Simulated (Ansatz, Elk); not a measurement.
## AgGeI3: X-ray structure factors from the self-consistent density

The structure of AgGeI3 used here is made up (a known structure type with other elements) and was relaxed beforehand with r2SCAN. The aim is the Fourier transform of its all-electron density, F(hkl), set beside the sum over free spherical atoms that refinements use.

Program: Elk 11.2.3 (patched build). Level of theory: DFT, PBE, all-electron APW+lo, Dirac cores, scalar-relativistic bands, static density, no spin. Results are calculated unless marked as measured.

This account leaves out most program logs.

The structure was built from a prototype and need not be the compound's stable phase.

## 1. The structure

The structure is trigonal, space group R3m (No. 160). Conventional cell: a = 8.805 Å, b = 8.805 Å, c = 11.549 Å, α = 90.00°, β = 90.00°, γ = 120.00°. Nearest to I lie 1 Ge at 2.72 Å and 1 Ag at 2.80 Å. Nearest to Ag lie 1 Ge at 2.78 Å and 3 I at 2.80 Å. Nearest to Ge lie 3 I at 2.72 Å and 1 Ag at 2.78 Å. Farther neighbours and most contacts between anions are not listed.

## 2. Ground state and structure factors

An all-electron density is needed, since X-rays see the cores too. Task 0 finds the density and task 195 Fourier-transforms it; tshift is off so that phases refer to the origin typed.

The input, elk.in:

```
tasks
  0
  195

xctype
  20

spinpol
  .false.

rgkmax
  7.0

gmaxvr
  14.0

lmaxo
  7

lmaxapw
  8

swidth
  0.002

tshift
  .false.

ramdisk
  .false.

hmaxvr
  5.5

maxscl
  120

epspot
  1e-06

sppath
  './'

avec
  8.31988547796 4.80348812032 7.27480621488
  -8.31988547796 4.80348812032 7.27480621488
  0.00000000000 -9.60697624065 7.27480621488

atoms
  3
  'I.in'
  3
  0.5547547326 0.1000851641 0.5547547326   0.000000 0.000000 0.000000
  0.5547547326 0.5547547326 0.1000851641   0.000000 0.000000 0.000000
  0.1000851641 0.5547547326 0.5547547326   0.000000 0.000000 0.000000
  'Ag.in'
  1
  -0.2321909236 -0.2321909236 -0.2321909236   0.000000 0.000000 0.000000
  'Ge.in'
  1
  0.5272629944 0.5272629944 0.5272629944   0.000000 0.000000 0.000000

ngridk
  4 4 4
```

On the command line:

```sh
OMP_NUM_THREADS=4 elk
```

Run time: 38 s. Hardware: 4 threads of AMD EPYC 9R45 (Zen 5), shared host; peak memory 0.33 GiB.

SFACRHO.OUT:

```text

h k l indices transformed by vhmat matrix:
   1.000000000       0.000000000       0.000000000    
   0.000000000       1.000000000       0.000000000    
   0.000000000       0.000000000       1.000000000    

      h      k      l  multipl.   |H|            Re(F)            Im(F)           |F|

      0      0      0      1   0.0000000       238.00000      0.51083750E-15   238.00000    
      0      0      1      3  0.52248845      -79.118354      -54.180846       95.892012    
      0      0     -1      3  0.52248845      -79.118354       54.180846       95.892012    
      1      0      1      3  0.72225223      -32.106957      -49.299028       58.832396    
      0     -1     -1      3  0.72225223      -32.106957       49.299028       58.832396    
     -1      1      0      6  0.75520094       27.582780     -0.78547154E-15   27.582780    
     -1     -1     -1      1  0.86369109      -2.9997934      -163.04170       163.06929    
      1      1      1      1  0.86369109      -2.9997934       163.04170       163.06929    
      1     -1     -1      3  0.91832600       98.942386      -11.314136       99.587174    
     -1      1      1      3  0.91832600       98.942386       11.314136       99.587174    
     -2      0      0      3   1.0449769       69.831868      -100.85703       122.67286    
      2      0      0      3   1.0449769       69.831868       100.85703       122.67286    
     -1     -2      0      6   1.1472972      -46.362340       14.991245       48.725804    
      2      1      0      6   1.1472972      -46.362340      -14.991245       48.725804    
     -1      0      2      6   1.1889706      -45.875258      -90.476688       101.44245    
      0      1     -2      6   1.1889706      -45.875258       90.476688       101.44245    
     -1     -1     -2      3   1.2313670       47.244565       12.630073       48.903657    
      1      1      2      3   1.2313670       47.244565      -12.630073       48.903657
```

Elk indexes on the primitive cell of elk.in and gives |H| = 4π sin θ/λ in inverse bohr. Below, one row stands for each form hkl of the conventional cell (m members, Friedel mates merged), F is for one primitive cell and the density is static (no thermal factor). Free-atom factors are Waasmaier and Kirfel's, and R is Σm||F|−|F'||/Σm|F|.

```
hkl   m  sin θ/λ (Å⁻¹)  abs F, DFT  neutral atoms   diff.  abs of complex diff.
101   6          0.079      95.892         95.929  -0.037                 0.083
012   6          0.109      58.832         58.814  +0.019                 0.023
110   6          0.114      27.583         27.887  -0.304                 0.304
003   2          0.130     163.070        162.872  +0.198                 0.228
021   6          0.138      99.587         99.451  +0.136                 0.212
202   6          0.157     122.673        122.312  +0.361                 0.365
113  12          0.172      48.726         48.765  -0.039                 0.240
211  12          0.179     101.442        101.395  +0.047                 0.085
104   6          0.185      48.904         48.990  -0.086                 0.146
122  12          0.194      64.328         64.479  -0.151                 0.214
300   6          0.197      50.329         50.269  +0.061                 0.110
024   6          0.217     152.063        152.200  -0.137                 0.200
015   6          0.226      83.816         83.972  -0.156                 0.172
220   6          0.227     170.048        170.247  -0.199                 0.199
033   6          0.236      31.058         30.920  +0.138                 0.212
303   6          0.236      86.918         87.116  -0.197                 0.223
131  12          0.240      63.796         63.917  -0.121                 0.175
214  12          0.245      85.857         86.050  -0.193                 0.211
312  12          0.252      34.871         34.951  -0.080                 0.120
205   6          0.253      77.078         77.054  +0.023                 0.119
006   2          0.260     128.906        129.025  -0.119                 0.147
223  12          0.262     121.528        121.716  -0.188                 0.249
```

## 3. The highest occupied states alone

An energy window below the Fermi level keeps the highest occupied states, to see at which angles they scatter; shallow core shells can lie inside it and anion s states outside. No new self-consistency is needed.

Changes to elk.in since step 2:

```diff
@@ -1,3 +1,2 @@
 tasks
-  0
   195
@@ -40,2 +39,5 @@
 
+wsfac
+  -0.372150 0.295340
+
 sppath
```

On the command line:

```sh
OMP_NUM_THREADS=4 elk
```

It took 14 s on 4 threads; peak memory 0.24 GiB.

States within 10 eV below the Fermi level hold 30.00 electrons; any levels below the window count with the cores. Their amplitudes can exceed the total, where window and core parts have opposite phase:

| hkl | sin θ/λ (Å⁻¹) | abs F, window | abs F, all |
| --- | --- | --- | --- |
| 101 | 0.079 | 11.542 | 95.892 |
| 012 | 0.109 | 8.462 | 58.832 |
| 110 | 0.114 | 7.362 | 27.583 |
| 003 | 0.130 | 12.777 | 163.070 |
| 021 | 0.138 | 6.900 | 99.587 |
| 202 | 0.157 | 3.564 | 122.673 |
| 113 | 0.172 | 5.063 | 48.726 |
| 211 | 0.179 | 6.973 | 101.442 |
| 104 | 0.185 | 5.640 | 48.904 |
| 122 | 0.194 | 5.400 | 64.328 |

## 4. Another functional

The difference from free atoms is small, so it is set against the change that LDA (Perdew-Wang) makes.

Changes to elk.in since step 3:

```diff
@@ -1,2 +1,3 @@
 tasks
+  0
   195
@@ -4,3 +5,3 @@
 xctype
-  20
+  3
 
@@ -39,5 +40,2 @@
 
-wsfac
-  -0.372150 0.295340
-
 sppath
```

On the command line:

```sh
OMP_NUM_THREADS=4 elk
```

Elapsed: 27 s, on 4 threads; peak memory 0.28 GiB; 76 s of CPU time.

Against the first run R = 0.03 %; the largest change is -0.051 at 009.

## 5. Basis size

A smaller basis shows how fast F responds to it; the change is likely larger than the basis error of the first run, but doesn't show convergence.

Changes to elk.in since step 4:

```diff
@@ -5,3 +5,3 @@
 xctype
-  3
+  20
 
@@ -11,3 +11,3 @@
 rgkmax
-  7.0
+  5.5
```

On the command line:

```sh
OMP_NUM_THREADS=4 elk
```

It took 27 s on 4 threads; peak memory 0.32 GiB.

Against the first run R = 0.03 %; the largest change is +0.085 at 054.

## 6. Settings against the effect

| run | R against the first run (%) | R against neutral atoms, low angle (%) | wall time |
| --- | --- | --- | --- |
| PBE, rgkmax 7 | 0.00 | 0.17 | 38 s |
| LDA (Perdew-Wang) | 0.03 | 0.17 | 27 s |
| rgkmax 5.5 | 0.03 | 0.16 | 27 s |

## 7. What came out

```yaml
r_against_neutral_atoms_sin_theta_lambda_0p3_a_minus1: 0.17 %
r_against_neutral_atoms_0p3_to_0p55_a_minus1: 0.10 %
```

In words: Independent neutral atoms miss the calculated amplitudes by R = 0.17 % below 0.3 Å⁻¹ and 0.10 % from there to 0.55 Å⁻¹; by shells, 0.17 % below 0.15 Å⁻¹ (5 forms), 0.17 % 0.15 to 0.3 (24 forms), 0.10 % 0.3 to 0.45 (57 forms), 0.11 % above 0.45 (63 forms). Bonding, aspherical density and the tables' own atoms all enter these figures, and the runs don't part them. The largest change of an amplitude is +0.36 electrons, at 202. R counts amplitudes alone; phases shift too. The window's part falls from 30.0 electrons at the origin to at most 0.42 between 0.45 and 0.55 Å⁻¹. Below 0.3 Å⁻¹ the changes that finished (LDA (Perdew-Wang) and rgkmax 5.5) move F by R = 0.02 % at most, against the 0.17 % that separates it from free atoms. The k-mesh has no finished test. These runs have no spin, though d or f shells may be open. Part of the difference isn't bonding: the tables are fits to free atoms and ions calculated by other methods than this functional. Thermal motion, anomalous dispersion and extinction are left out.

[Logs are printed without paths, hosts, clocks, repeated set-up lines and the standing remarks that a program may print on its own settings, such as how far it seeks lower states.]

[Hosts, paths, dates, database ids (printed as entryN), source tags and the programs' standing remarks are cut or masked in the printed files.]
